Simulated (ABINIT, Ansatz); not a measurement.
# CsGeBr3 (Pm-3m): bands and cutoff in G0W0 with ABINIT

Aim: raise bands and screening cutoff together for CsGeBr3 (Pm-3m) and follow gap and time.

Program: ABINIT 10.8.3. Level of theory: PBEsol and many-body steps on it, plane waves. Results are calculated unless marked as measured.

## (1) The structure

The structure is cubic, space group Pm-3m (No. 221). Conventional cell: a = 5.533 Å, b = 5.533 Å, c = 5.533 Å, α = 90.00°, β = 90.00°, γ = 90.00°. Cs has 12 Br at 3.91 Å nearest. Nearest to Ge lie 6 Br at 2.77 Å. Br has 2 Ge at 2.77 Å and 4 Cs at 3.91 Å nearest. Farther neighbours and most contacts between anions are not listed.

The cell and positions are those that the Materials Project relaxed with its own functionals (PBE, PBE+U or r2SCAN), kept fixed. Spin-orbit coupling is left out unless a step names it.

## (2) Empty states on the mesh, 2×2×2 mesh, 476 bands

This step: ABINIT 10.8.3; DFT, PBEsol, plane waves, norm-conserving pseudopotentials.

The sums over transitions need many empty states on a uniform mesh; this step solves for them.

File run.abi:

```
acell 3*1.0 Angstrom
rprim 
  5.533327140000 0.000000000000 0.000000000000
  0.000000000000 5.533327140000 0.000000000000
  0.000000000000 0.000000000000 5.533327140000
ntypat 3
znucl 55 32 35
natom 5
typat 1 2 3 3 3
xred 
  0.000000000000 0.000000000000 0.000000000000
  0.500000000000 0.500000000000 0.500000000000
  0.500000000000 0.500000000000 0.000000000000
  0.500000000000 0.000000000000 0.500000000000
  0.000000000000 0.500000000000 0.500000000000
pp_dirpath "pseudos"
pseudos "Cs.upf, Ge.upf, Br.upf"
ecut 56
ngkpt 2 2 2
nshiftk 1
shiftk 0 0 0
kptopt 1
chksymbreak 0
iscf -2
irdden 1
istwfk *1
nband 476
nbdbuf 42
tolwfr 1e-09
nstep 60
prtvol 0
indata_prefix "in"
outdata_prefix "out"
tmpdata_prefix "tmp"
```

The run is started by

```console
OMP_NUM_THREADS=1 mpirun -n 4 abinit run.abi > log
```

Numbers of over 12 decimals in the logs are rounded to 6 here.

What it wrote:

```text
.Version 10.8.3 of ABINIT. v10.8.2 released Aug 2026.

 Symmetries : space group Pm -3 m (#221); Bravais cP (primitive cubic)
[... echo of the input left out ...]
== DATASET  1 ==================================================================
-   mpi_nproc: 4, omp_nthreads: 1 (-1 if OMP is not activated)

--- !DatasetInfo
iteration_state: {dtset: 1, }
dimensions: {natom: 5, nkpt: 4, mband: 476, nsppol: 1, nspinor: 1, nspden: 1, mpw: 22983, }
cutoff_energies: {ecut:  56.0, pawecutdg:  -1.0, }
[...]
3.65949    3.65949    3.65949    3.65963    3.66775    3.66775    3.66775    3.68225
   3.68225    3.69370    3.69370    3.69370    3.69887    3.69887    3.69888    3.70222
   3.70222    3.70222    3.72520    3.83059
 prteigrs : prtvol=0 or 1, do not print more k-points.

== END DATASET(S) ==============================================================
================================================================================

 -outvars: echo values of variables after computation  --------
            nband         476
             nkpt           4
          spgroup         221
 [... the other variables as echoed above ...]

 Calculation completed.
```

The job ended after 18 min (4 MPI ranks of Arm Neoverse V1, shared host; peak memory 1.4 GiB; 74 min of CPU time).

Numbers from this step:

```yaml
gap: 0.4958 eV
k_of_the_valence_top: 0.5, 0.5, 0.5
k_of_the_conduction_bottom: 0.5, 0.5, 0.5
least_direct_gap: 0.4958 eV
k_points_computed: 4
lowest_point_of_the_top_converged_band_above_the_valence_top: 93.0670 eV
```

On this mesh the gap is 0.496 eV.

The density comes from a self-consistent run that is not shown.

## (3) Screening, 2×2×2 mesh, 90 bands, screening to 76.2 eV

The RPA dielectric matrix is built and inverted for each q.

This step: RPA screening on PBEsol, plane waves, norm-conserving pseudopotentials.

Changes to run.abi since step 2:

```diff
@@ -23,10 +23,11 @@
 chksymbreak 0
-iscf -2
-irdden 1
 istwfk *1
-nband 476
-nbdbuf 42
-tolwfr 1e-09
-nstep 60
-prtvol 0
+occopt 1
+irdwfk 1
+optdriver 3
+nband 90
+ecuteps 2.8
+inclvkb 2
+awtr 1
+symchi 1
 indata_prefix "in"
```

What it wrote:

```text
.Version 10.8.3 of ABINIT. v10.8.2 released Aug 2026.

 Symmetries : space group Pm -3 m (#221); Bravais cP (primitive cubic)
[... echo of the input left out ...]
== DATASET  1 ==================================================================
-   mpi_nproc: 4, omp_nthreads: 1 (-1 if OMP is not activated)

--- !DatasetInfo
iteration_state: {dtset: 1, }
dimensions: {natom: 5, nkpt: 4, mband: 90, nsppol: 1, nspinor: 1, nspden: 1, mpw: 22983, }
cutoff_energies: {ecut:  56.0, pawecutdg:  -1.0, }
electrons: {nelect:   8.20000000E+01, charge:   0.00000000E+00, occopt:   1.00000000E+00, tsmear:   1.00000000E-02, }

 SCREENING: Calculation of the susceptibility and dielectric matrices

 Based on a program developped by R.W. Godby, V. Olevano, G. Onida, and L. Reining.
 Incorporated in ABINIT by V. Olevano, G.-M. Rignanese, and M. Torrent.
.Using double precision arithmetic ; gwpc =  8

[... cell and pseudopotentials left out ...]
--------------------------------------------------------------------------------

 ==== K-mesh for the wavefunctions ====
 Number of points in the irreducible wedge :     4
[... list of points left out ...]
 Together with 48 symmetry operations and time-reversal symmetry
 yields     8 points in the full Brillouin Zone.

 ==== Q-mesh for the screening function ====
 Number of points in the irreducible wedge :     4
[... list of points left out ...]
 Together with 48 symmetry operations and time-reversal symmetry
 yields     8 points in the full Brillouin Zone.

 setmesh: FFT mesh size selected  =    45x   45x   45
          total number of points  =        91125

 vcoul_init : cutoff-mode = AUXILIARY_FUNCTION
 q-points for optical limit:   1
     1)      0.000010    0.000020    0.000030

- screening: taking advantage of time-reversal symmetry
- Maximum band index for partially occupied states nbvw = 41
- Remaining bands to be divided among processors   nbcw = 49
- Number of bands treated by each node ~12

 Number of electrons calculated from density =   82.0000; Expected =   82.0000
 average of density, n =  0.071723
 r_s =    1.4931
 omega_plasma =   25.8336 [eV]

 calculating chi0 at frequencies [eV] :
  1    0.000000E+00    0.000000E+00
  2    0.000000E+00    2.583359E+01

--------------------------------------------------------------------------------
  q-point number  1        q = ( 0.000000, 0.000000, 0.000000) [r.l.u.]
--------------------------------------------------------------------------------
[... chi0 elements left out ...]
 For q-point:  0.000010 0.000020 0.000030
  dielectric constant = 135.4622
  dielectric constant without local fields = 177.8839

  Average fulfillment of the sum rule on Im[epsilon] for q-point    1 :     25.04  [%]
[... wings left out ...]
  q-point number  2        q = ( 0.500000, 0.000000, 0.000000) [r.l.u.]
--------------------------------------------------------------------------------
[... chi0 elements left out ...]
  Average fulfillment of the sum rule on Im[epsilon] for q-point    2 :     30.98  [%]

 [... 2 further q-points ...]
```

Run time: 63 s. Hardware: 4 MPI ranks; peak memory 2.9 GiB; 4.2 min of CPU time.

Numbers from this step:

```
ε∞ with local fields, on this mesh, along the program's q direction : 135.5
the same without local fields                                       : 177.9
plasma frequency                                                    : 25.83 eV
plane waves in the screening matrix                                 : 251
```

Local fields lower ε∞ by 24 %. The value itself is an artefact of the mesh, where one narrow direct gap carries too much weight.

## (4) 90 bands, 76.2 eV

The self-energy is evaluated for the states that the input lists, and the levels follow from it, in one-shot runs by the linearised quasiparticle equation.

This step: G0W0 on PBEsol, plane waves, norm-conserving pseudopotentials.

Changes to run.abi since step 3:

```diff
@@ -26,8 +26,17 @@
 irdwfk 1
-optdriver 3
+optdriver 4
 nband 90
+gwcalctyp 0
+ecutsigx 56
+symsigma 1
+nkptgw 2
+kptgw 
+  0.5000000000 0.5000000000 0.5000000000
+  0.0000000000 0.0000000000 0.0000000000
+bdgw 
+  38 44
+  39 44
 ecuteps 2.8
-inclvkb 2
-awtr 1
-symchi 1
+irdscr 1
+ppmodel 1
 indata_prefix "in"
```

What it wrote:

```text
.Version 10.8.3 of ABINIT. v10.8.2 released Aug 2026.

 Symmetries : space group Pm -3 m (#221); Bravais cP (primitive cubic)
[... echo of the input left out ...]
== DATASET  1 ==================================================================
-   mpi_nproc: 4, omp_nthreads: 1 (-1 if OMP is not activated)

--- !DatasetInfo
iteration_state: {dtset: 1, }
dimensions: {natom: 5, nkpt: 4, mband: 90, nsppol: 1, nspinor: 1, nspden: 1, mpw: 22983, }
cutoff_energies: {ecut:  56.0, pawecutdg:  -1.0, }
electrons: {nelect:   8.20000000E+01, charge:   0.00000000E+00, occopt:   1.00000000E+00, tsmear:   1.00000000E-02, }

 SIGMA: Calculation of the GW corrections

 Based on a program developped by R.W. Godby, V. Olevano, G. Onida, and L. Reining.
 Incorporated in ABINIT by V. Olevano, G.-M. Rignanese, and M. Torrent.
.Using double precision arithmetic ; gwpc =  8

[... cell and pseudopotentials left out ...]
--------------------------------------------------------------------------------

 ==== K-mesh for the wavefunctions ====
 Number of points in the irreducible wedge :     4
[... list of points left out ...]
 Together with 48 symmetry operations and time-reversal symmetry
 yields     8 points in the full Brillouin Zone.

 ==== Q-mesh for screening function ====
 Number of points in the irreducible wedge :     4
[... list of points left out ...]
 Together with 48 symmetry operations and time-reversal symmetry
 yields     8 points in the full Brillouin Zone.

 vcoul_init : cutoff-mode = AUXILIARY_FUNCTION
 q-points for optical limit:   1
     1)      0.000010    0.000020    0.000030
 setmesh: FFT mesh size selected  =    72x   72x   72
          total number of points  =       373248

 Number of electrons calculated from density =   82.0000; Expected =   82.0000
 average of density, n =  0.071723
 r_s =    1.4931
 omega_plasma =   25.8336 [eV]

 === KS Band Gaps ===
  >>>> For spin  1
   Minimum direct gap =   0.4958 [eV], located at k-point      :   0.5000  0.5000  0.5000
   Fundamental gap    =   0.4958 [eV], Top of valence bands at :   0.5000  0.5000  0.5000
                                       Bottom of conduction at :   0.5000  0.5000  0.5000
 SIGMA fundamental parameters:
 PLASMON POLE MODEL  1
 number of plane-waves for SigmaX                22983
 number of plane-waves for SigmaC and W            251
 number of plane-waves for wavefunctions         22983
 number of bands                                    90
 number of independent spin polarizations            1
 number of spinorial components                      1
 number of k-points in IBZ                           4
 number of q-points in IBZ                           4
 number of symmetry operations                      48
 number of k-points in BZ                            8
 number of q-points in BZ                            8
 number of frequencies for dSigma/dE                 9
 frequency step for dSigma/dE [eV]                0.25
 number of omega for Sigma on real axis              0
 max omega for Sigma on real axis  [eV]           0.00
 zcut for avoiding poles [eV]                     0.10

 EPSILON^-1 parameters (SCR file):
 dimension of the eps^-1 matrix on file            251
 dimension of the eps^-1 matrix used               251
 number of plane-waves for wavefunctions         22983
 number of bands                                    90
 number of q-points in IBZ                           4
 number of frequencies                               2
 number of real frequencies                          1
 number of imag frequencies                          1

 matrix elements of self-energy operator (all in [eV])

 Perturbative Calculation

--- !SelfEnergy_ee
iteration_state: {dtset: 1, }
kpoint     : [   0.500,    0.500,    0.500, ]
spin       : 1
KS_gap     :    0.496
QP_gap     :    1.981
Delta_QP_KS:    1.485
data: !SigmaeeData |
     Band     E0 <VxcDFT>   SigX SigC(E0)      Z dSigC/dE  Sig(E)    E-E0       E
       38   0.945 -14.884 -19.795   3.636   0.787  -0.270 -15.888  -1.004  -0.059
       39   0.945 -14.884 -19.795   3.636   0.787  -0.270 -15.888  -1.004  -0.059
       40   0.945 -14.884 -19.795   3.636   0.787  -0.270 -15.888  -1.004  -0.059
       41   2.829 -15.747 -18.547   2.398   0.794  -0.260 -16.066  -0.319   2.510
       42   3.325 -11.709  -7.354  -2.896   0.799  -0.251 -10.543   1.166   4.491
       43   3.325 -11.709  -7.354  -2.896   0.799  -0.251 -10.543   1.166   4.491
[...]
--- !SelfEnergy_ee
iteration_state: {dtset: 1, }
kpoint     : [   0.000,    0.000,    0.000, ]
spin       : 1
KS_gap     :    5.251
QP_gap     :    6.755
Delta_QP_KS:    1.504
data: !SigmaeeData |
     Band     E0 <VxcDFT>   SigX SigC(E0)      Z dSigC/dE  Sig(E)    E-E0       E
[...]
42   5.786  -7.559  -3.637  -3.236   0.838  -0.194  -6.984   0.574   6.361
       43   6.519  -7.189  -3.213  -3.146   0.838  -0.193  -6.494   0.696   7.215
       44   6.519  -7.189  -3.213  -3.146   0.838  -0.193  -6.494   0.696   7.215

== END DATASET(S) ==============================================================
================================================================================

 -outvars: echo values of variables after computation  --------
           etotal      0.0000000000E+00
            nband          90
             nkpt           4
          spgroup         221
 [... the other variables as echoed above ...]

 Calculation completed.
```

Elapsed: 15 s, on 4 MPI ranks; peak memory 2.7 GiB.

Numbers from this step:

```
G0W0 gap on the points computed              : 1.981 eV
starting gap on the mesh                     : 0.4958 eV
k of the valence top                         : 0.5, 0.5, 0.5
k of the conduction bottom                   : 0.5, 0.5, 0.5
Z at the valence top                         : 0.794
Z at the conduction bottom                   : 0.799
least direct G0W0 gap on the computed points : 1.981 eV
```

The gap on the mesh goes from 0.50 eV to 1.98 eV, a correction of +1.49 eV.

## (5) Screening, 2×2×2 mesh, 201 bands, screening to 141.5 eV

This step: RPA screening on PBEsol, plane waves, norm-conserving pseudopotentials.

Changes to run.abi since step 4:

```diff
@@ -26,17 +26,8 @@
 irdwfk 1
-optdriver 4
-nband 90
-gwcalctyp 0
-ecutsigx 56
-symsigma 1
-nkptgw 2
-kptgw 
-  0.5000000000 0.5000000000 0.5000000000
-  0.0000000000 0.0000000000 0.0000000000
-bdgw 
-  38 44
-  39 44
-ecuteps 2.8
-irdscr 1
-ppmodel 1
+optdriver 3
+nband 201
+ecuteps 5.2
+inclvkb 2
+awtr 1
+symchi 1
 indata_prefix "in"
```

What it wrote:

```text
.Version 10.8.3 of ABINIT. v10.8.2 released Aug 2026.

 Symmetries : space group Pm -3 m (#221); Bravais cP (primitive cubic)
[... echo of the input left out ...]
== DATASET  1 ==================================================================
-   mpi_nproc: 4, omp_nthreads: 1 (-1 if OMP is not activated)

--- !DatasetInfo
iteration_state: {dtset: 1, }
dimensions: {natom: 5, nkpt: 4, mband: 201, nsppol: 1, nspinor: 1, nspden: 1, mpw: 22983, }
cutoff_energies: {ecut:  56.0, pawecutdg:  -1.0, }
electrons: {nelect:   8.20000000E+01, charge:   0.00000000E+00, occopt:   1.00000000E+00, tsmear:   1.00000000E-02, }

 SCREENING: Calculation of the susceptibility and dielectric matrices

 Based on a program developped by R.W. Godby, V. Olevano, G. Onida, and L. Reining.
 Incorporated in ABINIT by V. Olevano, G.-M. Rignanese, and M. Torrent.
.Using double precision arithmetic ; gwpc =  8

[... cell and pseudopotentials left out ...]
--------------------------------------------------------------------------------

 ==== K-mesh for the wavefunctions ====
 Number of points in the irreducible wedge :     4
[... list of points left out ...]
 Together with 48 symmetry operations and time-reversal symmetry
 yields     8 points in the full Brillouin Zone.

 ==== Q-mesh for the screening function ====
 Number of points in the irreducible wedge :     4
[... list of points left out ...]
 Together with 48 symmetry operations and time-reversal symmetry
 yields     8 points in the full Brillouin Zone.

 setmesh: FFT mesh size selected  =    45x   45x   45
          total number of points  =        91125

 vcoul_init : cutoff-mode = AUXILIARY_FUNCTION
 q-points for optical limit:   1
     1)      0.000010    0.000020    0.000030

- screening: taking advantage of time-reversal symmetry
- Maximum band index for partially occupied states nbvw = 41
- Remaining bands to be divided among processors   nbcw = 160
- Number of bands treated by each node ~40

 Number of electrons calculated from density =   82.0000; Expected =   82.0000
 average of density, n =  0.071723
 r_s =    1.4931
 omega_plasma =   25.8336 [eV]

 calculating chi0 at frequencies [eV] :
  1    0.000000E+00    0.000000E+00
  2    0.000000E+00    2.583359E+01

--------------------------------------------------------------------------------
  q-point number  1        q = ( 0.000000, 0.000000, 0.000000) [r.l.u.]
--------------------------------------------------------------------------------
[... chi0 elements left out ...]
 For q-point:  0.000010 0.000020 0.000030
  dielectric constant = 137.0457
  dielectric constant without local fields = 177.9135

  Average fulfillment of the sum rule on Im[epsilon] for q-point    1 :     43.75  [%]
[... wings left out ...]
  q-point number  2        q = ( 0.500000, 0.000000, 0.000000) [r.l.u.]
--------------------------------------------------------------------------------
[... chi0 elements left out ...]
  Average fulfillment of the sum rule on Im[epsilon] for q-point    2 :     47.21  [%]

 [... 2 further q-points ...]
```

Run time: 3.5 min. Hardware: 4 MPI ranks; peak memory 3.7 GiB; 14 min of CPU time.

This step gave:

| Quantity | Value |
| --- | --- |
| ε∞ with local fields, on this mesh, along the program's q direction | 137.0 |
| the same without local fields | 177.9 |
| plasma frequency | 25.83 eV |
| plane waves in the screening matrix | 619 |

(Continued in part 2 of 2.)

[Paths, hosts, dates, memory and timing lines, banners, echoed tables and standing remarks are left out of the program output.]

[Logs are printed without paths, hosts, clocks, repeated set-up lines and the standing remarks that a program may print on its own settings, such as how far it seeks lower states.]

[Runs of the session that timed out or met a known fault of the program may be left out.]

[Hosts, paths, dates, database ids (printed as entryN), source tags and the programs' standing remarks are cut or masked in the printed files.]

[G0W0 gaps are taken among the corrected bands and points alone; a level outside them can change the order at an edge.]

[Where Ansatz stands beside ABINIT at settings called matched, ABINIT's density can come from a denser mesh and the files from another edition; pairs whose starting gaps differed by over 0.03 eV were left out, so agreement reads better than it is.]
